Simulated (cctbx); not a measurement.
## HfTlGe: precision against data quality

Space group Pnma (no. 62), a = 7.1020 Å, b = 4.3490 Å, c = 8.1980 Å, α = 90.00°, β = 90.00°, γ = 90.00°.

```
atom  mult.       x    y       z  Ueq (Å²)
 Tl1      4  0.8454  3/4  0.4320    0.0026
 Hf1      4  0.9795  3/4  0.8079    0.0033
 Ge1      4  0.7405  3/4  0.1152    0.0045
```

The model was made for the exercise: a known structure type with other elements put in, its volume estimated, not relaxed; displacement parameters are assumed.

Five simulated data sets (cctbx; Mo Kα, λ = 0.71073 Å; 6 % proportional error) differ in resolution or exposure (noise floor 15 counts in the first three, 8 in the last two). Each is refined with the right model, isotropic at 1.1 Å and anisotropic otherwise. How do the figures of merit and the uncertainties move?

| d min (Å) | top counts | ⟨I/σ⟩ (unmerged, absences included) | unique | param. (scale apart) | Rint | R1 | GooF | largest s.u. xyz (fractional) | s.u. U of Ge1 (Å²) | largest error (Å) |
| --- | --- | --- | --- | --- | --- | --- | --- | --- | --- | --- |
| 1.1 | 70000 | 11.9 | 118 | 9 | 0.044 | 0.0115 | 0.95 | 0.00019 | 0.0005 | 0.0025 |
| 0.84 | 70000 | 12.0 | 254 | 18 | 0.045 | 0.0122 | 0.90 | 0.00010 | 0.0004 | 0.0005 |
| 0.6 | 70000 | 11.2 | 678 | 18 | 0.045 | 0.0139 | 0.95 | 0.00006 | 0.0002 | 0.0002 |
| 0.75 | 300 | 1.4 | 356 | 18 | 0.356 | 0.0638 | 0.83 | 0.00142 | 0.0048 | 0.0056 |
| 0.75 | 3000 | 5.6 | 356 | 18 | 0.079 | 0.0234 | 0.83 | 0.00026 | 0.0008 | 0.0021 |

The number of reflections grows roughly as 1/d³: 118, 254 and 678 here. R1 follows the noise rather than the truth: at 300 counts it is 0.0638, at 3000 counts 0.0234, while GooF is 0.83 and 0.83: the weights 1/σ² carry the noise. The s.u. of U (U11 where anisotropic) for Ge1 goes 0.0005, 0.0004, 0.0002 Å² with resolution and 0.0048, 0.0008 Å² with exposure.

Hardware for the 0.6 Å refinement: 0.43 s on 1 thread of Arm Neoverse V2, with other jobs on the host, peak memory 0.09 GiB.

[Logs are printed without paths, hosts, clocks, repeated set-up lines and the standing remarks that a program may print on its own settings, such as how far it seeks lower states.]
